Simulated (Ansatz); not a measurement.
# Se on Mo(100): change of the work function, part 3 of 4

Wanted: Δφ(θ) for Se/Mo(100), starting from the hollow site.

Ansatz 0.2.0; plane-wave DFT, PBE, Ansatz PAW.

So far, work function, upper face (eV): step 2 (the clean slab) 3.83; step 3 (37 atoms, coverage 0.111 ML, cell 3x3) 4.03.

## (4) Adsorbate added, k-mesh 6×6×1, coverage 0.25 ML

System of this step: Se/Mo(100). The cell holds 17 atoms: 16 Mo and 1 Se. Cell: a = 6.300 Å, b = 6.300 Å, c = 24.332 Å, α = 90.0°, β = 90.0°, γ = 90.0°. Vacuum lies along c.

Another coverage, to see how the dipoles act on each other as their distance changes.

input.yaml

```yaml
crystal:
  lattice:
    - [6.3, 0.0, 0.0]
    - [0.0, 6.3, 0.0]
    - [0.0, 0.0, 24.3319152818]
  atoms:
    - { symbol: Mo, position: [0.25, 0.25, 0.3698845691] }
    - { symbol: Mo, position: [0.0, 0.0, 0.4346143687] }
    - { symbol: Mo, position: [0.25, 0.25, 0.502096596] }
    - { symbol: Mo, position: [0.0, 0.0, 0.5588888552] }
    - { symbol: Mo, position: [0.25, 0.75, 0.3698845691] }
    - { symbol: Mo, position: [0.0, 0.5, 0.4346143687] }
    - { symbol: Mo, position: [0.25, 0.75, 0.502096596] }
    - { symbol: Mo, position: [0.0, 0.5, 0.5588888552] }
    - { symbol: Mo, position: [0.75, 0.25, 0.3698845691] }
    - { symbol: Mo, position: [0.5, 0.0, 0.4346143687] }
    - { symbol: Mo, position: [0.75, 0.25, 0.502096596] }
    - { symbol: Mo, position: [0.5, 0.0, 0.5588888552] }
    - { symbol: Mo, position: [0.75, 0.75, 0.3698845691] }
    - { symbol: Mo, position: [0.5, 0.5, 0.4346143687] }
    - { symbol: Mo, position: [0.75, 0.75, 0.502096596] }
    - { symbol: Mo, position: [0.5, 0.5, 0.5588888552] }
    - { symbol: Se, position: [0.25, 0.25, 0.6301154309] }
kpoints:
  mp_grid: { grid: [6, 6, 1] }
hamiltonian:
  xc: pbe
scf:
  occupations: { method: fermi_dirac, width: 0.1 }
  convergence: { dr2_threshold: 1.0e-08 }
efield:
  axis: 3
  dipole_correction: true
  ramp_position: 0.97
  ramp_width: 0.06
relax:
  f_tol: 0.02
  max_steps: 60
  constraints: [{ sites: [0, 1, 4, 5, 8, 9, 12, 13] }]
output:
  dos: { projected: true, e_range: [-8, 4] }
  write_potential: true
  write_density: true
  volumetric_format: npy
  elf: true
```

Run with:

```bash
> ansatz run input.yaml --threads 4 --pin off --max-ram 16384MiB --backend cpu --events-out ev --progress --plain --runs-dir out
```

Log:

```text
[...]
Crystal: 17 atoms, lattice volume = 965.734 Å³
Basis set: ecut = 420 eV, 18957 PW (Γ), exchange–correlation on 90×90×360 points (8 copies of the dense FFT grid, shifted against one another)
Bands: 144, of which v1, the nominal top of the filled ones, is band 120 counted from 1 (119 counted from 0)
Symmetry: 8 space group operations
[...]
k-points: 10 of 36
[...]
SCF iter   1: F=—  HF=-84752.409953 eV  |F-HF|=—  |Δ(HF+E_count)|=         —  Δρ=7.85e-3  dr2=1.40e0  ethr=1.77e-3  p=-0.065 e·Å  D=-1.22e-2 V/Å  ΔV_dip=0.30 eV  dr2_dipole=2.94e-4  V_vac-E_F(+/−)=4.41/4.12 eV  ⟨swp⟩=8.6  Hψ=6810  notcnv=0
[...]
SCF iter  11: F=-84752.276386 eV  HF=-84752.276386 eV  |F-HF|=5.36e-9  |Δ(HF+E_count)|=   4.14e-8  Δρ=4.21e-7  dr2=2.49e-9  ethr=4.17e-12  p=-0.127 e·Å  D=-2.39e-2 V/Å  ΔV_dip=0.58 eV  dr2_dipole=9.36e-12  V_vac-E_F(+/−)=4.43/3.85 eV  ⟨swp⟩=11.5  Hψ=10239  notcnv=0
SCF 1 converged in 11 iterations: F = -84752.276386 eV  dr2 = 2.49e-9
[...]
relax step   1: F+E_penalty+E_count = -84752.27638598 eV  Δ(F+E_penalty+E_count) = +0.000e0 eV  max|allowed force component| = 1.726e0 eV/Å  Δτ_max = 0.0000 Å  (11 SCF iters, accepted)
[...]
SCF iter  10: F=-84752.577344 eV  HF=-84752.577344 eV  |F-HF|=1.00e-8  |Δ(HF+E_count)|=   2.51e-8  Δρ=3.83e-7  dr2=2.68e-9  ethr=4.17e-12  p=-0.075 e·Å  D=-1.40e-2 V/Å  ΔV_dip=0.34 eV  dr2_dipole=3.68e-12  V_vac-E_F(+/−)=4.19/3.84 eV  ⟨swp⟩=8.6  Hψ=10540  notcnv=0
SCF 2 converged in 10 iterations: F = -84752.577344 eV  dr2 = 2.68e-9
relax step   2: F+E_penalty+E_count = -84752.57734445 eV  Δ(F+E_penalty+E_count) = -3.010e-1 eV  max|allowed force component| = 4.625e-1 eV/Å  Δτ_max = 0.1949 Å  (10 SCF iters, accepted)
SCF iter   1: F=—  HF=-84752.684857 eV  |F-HF|=—  |Δ(HF+E_count)|=         —  Δρ=4.56e-3  dr2=9.06e-1  ethr=1.78e-3  p=-0.075 e·Å  D=-1.40e-2 V/Å  ΔV_dip=0.34 eV  dr2_dipole=2.08e-1  V_vac-E_F(+/−)=4.18/3.84 eV  ⟨swp⟩=4.1  Hψ=3328  notcnv=0
[...]
SCF iter  11: F=-84752.640204 eV  HF=-84752.640204 eV  |F-HF|=1.98e-9  |Δ(HF+E_count)|=   5.89e-9  Δρ=2.12e-7  dr2=9.41e-10  ethr=4.17e-12  p=-0.043 e·Å  D=-7.99e-3 V/Å  ΔV_dip=0.19 eV  dr2_dipole=1.25e-10  V_vac-E_F(+/−)=4.05/3.85 eV  ⟨swp⟩=9.7  Hψ=9255  notcnv=0
SCF 3 converged in 11 iterations: F = -84752.640204 eV  dr2 = 9.41e-10
relax step   3: F+E_penalty+E_count = -84752.64020429 eV  Δ(F+E_penalty+E_count) = -6.286e-2 eV  max|allowed force component| = 2.050e-1 eV/Å  Δτ_max = 0.1772 Å  (11 SCF iters, accepted)
[...]
relax step   4: F+E_penalty+E_count = -84752.66097458 eV  Δ(F+E_penalty+E_count) = -2.077e-2 eV  max|allowed force component| = 1.837e-1 eV/Å  Δτ_max = 0.0309 Å  (10 SCF iters, accepted)
[...]
relax step   5: F+E_penalty+E_count = -84752.66478581 eV  Δ(F+E_penalty+E_count) = -3.811e-3 eV  max|allowed force component| = 5.274e-2 eV/Å  Δτ_max = 0.0171 Å  (9 SCF iters, accepted)
[...]
relax step   6: F+E_penalty+E_count = -84752.66513238 eV  Δ(F+E_penalty+E_count) = -3.466e-4 eV  max|allowed force component| = 4.865e-2 eV/Å  Δτ_max = 0.0107 Å  (8 SCF iters, accepted)
SCF iter   1: F=—  HF=-84752.665156 eV  |F-HF|=—  |Δ(HF+E_count)|=         —  Δρ=2.70e-4  dr2=3.38e-3  ethr=7.83e-6  p=-0.038 e·Å  D=-7.17e-3 V/Å  ΔV_dip=0.17 eV  dr2_dipole=6.61e-4  V_vac-E_F(+/−)=4.03/3.85 eV  ⟨swp⟩=2.0  Hψ=1986  notcnv=0
[...]
SCF iter   7: F=-84752.665331 eV  HF=-84752.665331 eV  |F-HF|=4.06e-9  |Δ(HF+E_count)|=   3.58e-8  Δρ=3.95e-7  dr2=3.50e-9  ethr=4.17e-12  p=-0.038 e·Å  D=-7.15e-3 V/Å  ΔV_dip=0.17 eV  dr2_dipole=5.66e-10  V_vac-E_F(+/−)=4.03/3.85 eV  ⟨swp⟩=8.2  Hψ=10359  notcnv=0
SCF 7 converged in 7 iterations: F = -84752.665331 eV  dr2 = 3.50e-9
relax step   7: F+E_penalty+E_count = -84752.66533109 eV  Δ(F+E_penalty+E_count) = -1.987e-4 eV  max|allowed force component| = 1.034e-3 eV/Å  Δτ_max = 0.0040 Å  (7 SCF iters, accepted)
[...]
SCF converged after 7 iterations
Free energy (F): -84752.665331 eV
[...]
Internal energy: -84752.146070 eV  (E = F + TS)
E sigma→0 (E₀):  -84752.405701 eV
Entropy (-TS):   -0.519261 eV (-30.545 meV/atom)
Fermi energy:    2.892660 eV
Dipole field:    D = -0.007165 V/Å  (p = -0.038237 e·Å, saw-weighted, corrected)
Work function:   Φ+ = 4.0276 eV   Φ− = 3.8533 eV
[...]
--- Forces (eV/Å), atoms counted from 1 ---
  atom   1  Mo     0.00000000     0.00000000     1.87796381
  atom   2  Mo    -0.01587328    -0.01587328    -1.69485632
  atom   3  Mo     0.00000000     0.00000000     0.00103393
  atom   4  Mo     0.00010838     0.00010838     0.00008186
  atom   5  Mo     0.00000000     0.00000000     1.73097107
  atom   6  Mo    -0.01587328     0.01587328    -1.69485632
  atom   7  Mo    -0.00000000     0.00000000     0.00050394
  atom   8  Mo     0.00010838    -0.00010838     0.00008186
  atom   9  Mo     0.00000000    -0.00000000     1.73097107
  atom  10  Mo     0.01587328    -0.01587328    -1.69485632
  atom  11  Mo     0.00000000     0.00000000     0.00050394
  atom  12  Mo    -0.00010838     0.00010838     0.00008186
  atom  13  Mo     0.00000000    -0.00000000     1.43807591
  atom  14  Mo     0.01587328     0.01587328    -1.69485632
  atom  15  Mo     0.00000000     0.00000000     0.00007077
  atom  16  Mo    -0.00010838    -0.00010838     0.00008186
  atom  17  Se    -0.00000000     0.00000000    -0.00098044
  max |Σ_I F_I| component: 1.61e-5 eV/Å
--- Band table (eV; the first three rows and the last of 10) ---
  k-point 0: bands = [... 116 lower, 2.5678, 2.5678, 2.8148, 3.1332, 3.3415, 3.5405, 3.5405, 3.5450, ... 20 higher]
  k-point 1: bands = [... 116 lower, 2.6319, 2.7635, 2.9026, 3.0869, 3.0944, 3.3267, 3.3781, 3.4586, ... 20 higher]
  k-point 2: bands = [... 116 lower, 2.6042, 2.6933, 2.7784, 2.8221, 3.0541, 3.1314, 3.2435, 3.3693, ... 20 higher]
  k-point 9: bands = [... 116 lower, 2.3956, 2.4709, 2.7122, 2.7122, 2.7276, 2.7328, 3.0442, 3.0442, ... 20 higher]
--- Relaxed structure (7 steps of the walk, 7 accepted, 0 SCFs on fresh bases) ---
  F+E_penalty+E_count = -84752.66533109 eV   max|allowed force component| = 1.034e-3 eV/Å
  atoms:
    - { symbol: Mo, position: [0.250000, 0.250000, 0.3698845691] }
    - { symbol: Mo, position: [0.0, 0.0, 0.434614] }
    - { symbol: Mo, position: [0.250000, 0.250000, 0.501638] }
    - { symbol: Mo, position: [-0.00555193, -0.00555193, 0.559959] }
    - { symbol: Mo, position: [0.250000, 0.750000, 0.3698845691] }
    - { symbol: Mo, position: [0.0, 0.500000, 0.434614] }
    - { symbol: Mo, position: [0.250000, 0.750000, 0.501367] }
    - { symbol: Mo, position: [-0.00555193, 0.505552, 0.559959] }
    - { symbol: Mo, position: [0.750000, 0.250000, 0.3698845691] }
    - { symbol: Mo, position: [0.500000, 0.0, 0.434614] }
    - { symbol: Mo, position: [0.750000, 0.250000, 0.501367] }
    - { symbol: Mo, position: [0.505552, -0.00555193, 0.559959] }
    - { symbol: Mo, position: [0.750000, 0.750000, 0.3698845691] }
    - { symbol: Mo, position: [0.500000, 0.500000, 0.434614] }
    - { symbol: Mo, position: [0.750000, 0.750000, 0.498992] }
    - { symbol: Mo, position: [0.505552, 0.505552, 0.559959] }
    - { symbol: Se, position: [0.250000, 0.250000, 0.614984] }
```

Run time: 6 min. Hardware: 4 threads of Arm Neoverse V1, shared host; peak memory 3.5 GiB.

The steps of the relaxation:

| step | energy less that of the first step (eV) | largest force component (eV/Å) |
| --- | --- | --- |
| 1 | 0.0000 | 1.7263 |
| 2 | -0.3010 | 0.4625 |
| 3 | -0.3638 | 0.2050 |
| 4 | -0.3846 | 0.1837 |
| 5 | -0.3884 | 0.0527 |
| 6 | -0.3887 | 0.0486 |
| 7 | -0.3889 | 0.0010 |

Forces are held to the 8 operations that the program found; a distortion that breaks them can't arise in this run.

The atoms that moved most (Å):

```
atom      dx      dy      dz  length
Se17   0.000   0.000  -0.368   0.368
Mo15   0.000   0.000  -0.076   0.076
 Mo4  -0.035  -0.035   0.026   0.056
Mo12   0.035  -0.035   0.026   0.056
 Mo8  -0.035   0.035   0.026   0.056
Mo16   0.035   0.035   0.026   0.056
 Mo7   0.000   0.000  -0.018   0.018
Mo11   0.000   0.000  -0.018   0.018
```

The relaxed structure:

```
Mo Se
1.0
     6.30000    0.00000    0.00000
     0.00000    6.30000    0.00000
     0.00000    0.00000   24.33192
Mo Se
16 1
Direct
  0.25000 0.25000 0.36988
  0.00000 0.00000 0.43461
  0.25000 0.25000 0.50164
  0.99445 0.99445 0.55996
  0.25000 0.75000 0.36988
  0.00000 0.50000 0.43461
  0.25000 0.75000 0.50137
  0.99445 0.50555 0.55996
  0.75000 0.25000 0.36988
  0.50000 0.00000 0.43461
  0.75000 0.25000 0.50137
  0.50555 0.99445 0.55996
  0.75000 0.75000 0.36988
  0.50000 0.50000 0.43461
  0.75000 0.75000 0.49899
  0.50555 0.50555 0.55996
  0.25000 0.25000 0.61498
```

This step gave:

- energy at zero smearing: -84752.4057 eV
- work function, lower face: 3.853 eV
- dipole along the normal: -0.03824 e·Å
- step between the vacuum levels: 0.1743 eV

The density of states has structure finer than the step of the table below, so its rows give means over 0.25 eV. Peaks (eV: height): -3.070: 40.7, -2.740: 46.4, -2.380: 45.3, -0.570: 41.9, -0.270: 45.9, 1.410: 40.3, 1.710: 40.7.

Density of states against energy, zero at the Fermi level; means over each step:

energy (eV), density of states (states/eV a cell) and a bar:
```
    -6.25        0.0 
    -6.00        1.2 #
    -5.75        1.7 ##
    -5.50        2.4 ##
    -5.25        2.4 ##
    -5.00       11.6 ##########
    -4.75       14.3 #############
    -4.50        9.8 #########
    -4.25       13.9 ############
    -4.00       17.3 ###############
    -3.75       13.8 ############
    -3.50       13.3 ############
    -3.25       22.3 ####################
    -3.00       30.5 ###########################
    -2.75       27.9 #########################
    -2.50       24.3 ######################
    -2.25       21.9 ####################
    -2.00       20.7 ##################
    -1.75       19.2 #################
    -1.50       16.2 ##############
    -1.25       17.4 ################
    -1.00       16.0 ##############
    -0.75       18.3 ################
    -0.50       33.6 ##############################
    -0.25       25.6 #######################
     0.00       11.6 ##########
     0.25       14.1 #############
     0.50       15.1 #############
     0.75       17.9 ################
     1.00       18.8 #################
     1.25       26.3 ########################
     1.50       32.2 #############################
```

Projected DOS per atom over height of the atomic layer and energy from the Fermi level. Layers: Mo4 Mo4 Mo4 Mo4 Se from below.

Values in states/eV, 22 rows by 5 columns, each cell a mean:
```
2.34 1.60 1.63 1.68 0.27
1.53 1.24 1.34 1.27 0.23
1.25 0.79 0.63 1.05 0.33
1.30 0.61 0.42 1.09 0.31
2.66 0.84 0.54 1.56 0.19
2.46 0.80 0.67 2.39 0.26
1.29 0.66 0.70 1.18 0.24
1.19 0.87 0.90 1.01 0.24
1.39 1.17 1.15 1.04 0.51
1.23 1.71 1.61 1.32 0.45
1.15 2.10 2.25 1.52 0.93
1.15 1.64 1.20 0.70 0.21
0.48 1.19 1.28 0.60 0.28
0.38 1.24 1.33 0.51 0.45
0.16 0.53 0.84 0.71 3.06
0.06 0.19 0.42 0.54 2.92
0.04 0.14 0.17 0.11 0.31
0.03 0.09 0.09 0.03 0.07
0.00 0.00 0.00 0.00 0.00
0.00 0.00 0.00 0.00 0.00
0.00 0.00 0.00 0.00 0.00
0.00 0.00 0.00 0.00 0.00
```
Columns: height of the atomic layer (Å) from 9 to 15.0 (not evenly spaced); rows upwards: energy from the Fermi level (eV) from -7.96 to 1.75.

Valence density in the ca plane at fractional y = 0.250, with atoms of Mo and Se within 0.2 Å of it. It is the smooth field of the valence electrons, not physical close to the nuclei.

Ten steps, logarithmic in the rise over the least value, from '0' (0 e/Å³) to '9' (34 e/Å³), each cell a mean:
```
00000001111111111111100000000000000000000000
00000012221111122221100000000000000000000000
00000145542111245532100000000000000000000000
00000256653111356652100000000000000000000000
00000256653111356652100000000000000000000000
00000145542111245531100000000000000000000000
00000012221111122221100000000000000000000000
00000001111111111111100000000000000000000000
00000001111111111111110000000000000000000000
00000011111111111111111111000000000000000000
00000134431111134421112333100000000000000000
00000256652111256642113686310000000000000000
00000256653111356652113898310000000000000000
00000246652111256642113686310000000000000000
00000134431111134421112333100000000000000000
00000011111111111111111111000000000000000000
00000001111111111111110000000000000000000000
```
Columns run along c (16.0 Å, from fractional 0.26 to 0.92 of the cell), rows up along a (6.3 Å). Atoms in or near the plane, at fractional coordinates: Mo at (0.37, 0.25), Mo at (0.50, 0.25), Mo at (0.37, 0.75), Mo at (0.50, 0.75), Se at (0.61, 0.25).

Electrostatic potential energy in the ca plane at fractional y = 0.250, with atoms of Mo and Se within 0.2 Å of it. With pseudopotentials it is smooth inside the atoms' cores, unlike the true potential.

Ten even steps from '0' (-67 eV) to '9' (7 eV), each cell a mean:
```
99999999999999999999999999999999999999999999
99999986689999876689999999999999999999999999
99999741147999741258999999999999999999999999
99998610016998610027999999999999999999999999
99998610016998610027999999999999999999999999
99999742247999741258999999999999999999999999
99999986689999876689999999999999999999999999
99999999999999999999999999999999999999999999
99999999999999999999999999999999999999999999
99999988889999988889999889999999999999999999
99999864468999864468998667899999999999999999
99999720027999620037886777689999999999999999
99998610016998510026886787689999999999999999
99999730027999620037986777789999999999999999
99999864468999864468998767899999999999999999
99999988889999988889999889999999999999999999
99999999999999999999999999999999999999999999
```
Columns run along c (16.0 Å, from fractional 0.26 to 0.92 of the cell; values clipped at the 3rd and 97th percentile), rows up along a (6.3 Å). Atoms in or near the plane, at fractional coordinates: Mo at (0.37, 0.25), Mo at (0.50, 0.25), Mo at (0.37, 0.75), Mo at (0.50, 0.75), Se at (0.61, 0.25).

ELF in the ca plane at fractional y = 0.250, with atoms of Mo and Se within 0.2 Å of it. It is the smooth field of the valence electrons, not physical close to the nuclei.

Ten even steps from '0' (0.00) to '9' (0.83), each cell a mean:
```
01122222234444432234433332210000000000000000
00111234333554333333443321000000000000000000
00001378863453378863344321000000000000000000
00001486684342486773244321000000000000000000
00001486684342486773244321000000000000000000
00001378863453377753344321000000000000000000
00111234333554333333443321000000000000000000
01122222234444432244433332210000000000000000
01123333345444543344333566532100000000000000
00112222234554421233346888874200000000000000
00001256643454356642368899997410000000000000
00000388773342387872268657998520000000000000
00000485583242385672277315998520000000000000
00000388773342387872268657998520000000000000
00001256643454346542358899997410000000000000
00112222234444422233346788874200000000000000
01123333345444543444333566532100000000000000
```
Columns run along c (16.0 Å, from fractional 0.26 to 0.92 of the cell), rows up along a (6.3 Å). Atoms in or near the plane, at fractional coordinates: Mo at (0.37, 0.25), Mo at (0.50, 0.25), Mo at (0.37, 0.75), Mo at (0.50, 0.75), Se at (0.61, 0.25).

The relaxation took 7 steps and lowered the energy by 0.39 eV; the largest force on the free atoms ends at 0.0010 eV/Å.

By hand: a sheet of dipoles makes a step −p/(ε₀A) in the electron's potential. With e/ε₀ = 180.95 V·Å, p = -0.03824 e·Å and A = 39.69 Å², that is −180.95 × (-0.03824) / 39.69 = +0.174 eV, and the two vacuum levels of the run differ by +0.174 eV.

The covered face has 4.03 eV, +0.20 eV against the clean one; the bare back face has moved by -0.01 eV, a measure of how thin the slab is.

(Part 3 of 4 ends here.)

[Long decimals in the printed logs are rounded to 6 places.]

[Logs are printed without paths, hosts, clocks, repeated set-up lines and the standing remarks that a program may print on its own settings, such as how far it seeks lower states.]

[Hosts, paths, dates, database ids (printed as entryN), source tags and the programs' standing remarks are cut or masked in the printed files.]

[Maps of the electrostatic potential energy from Ansatz leave out the sawtooth potential of an applied field or a dipole correction, so their vacuum need not be flat; planar profiles and work functions include it.]

[The density of states shown here was stored with 400 of the rows of the run's finer table, so its peaks can read low, often by over a quarter, or be missed, and its means over a window can be off by a tenth or more.]
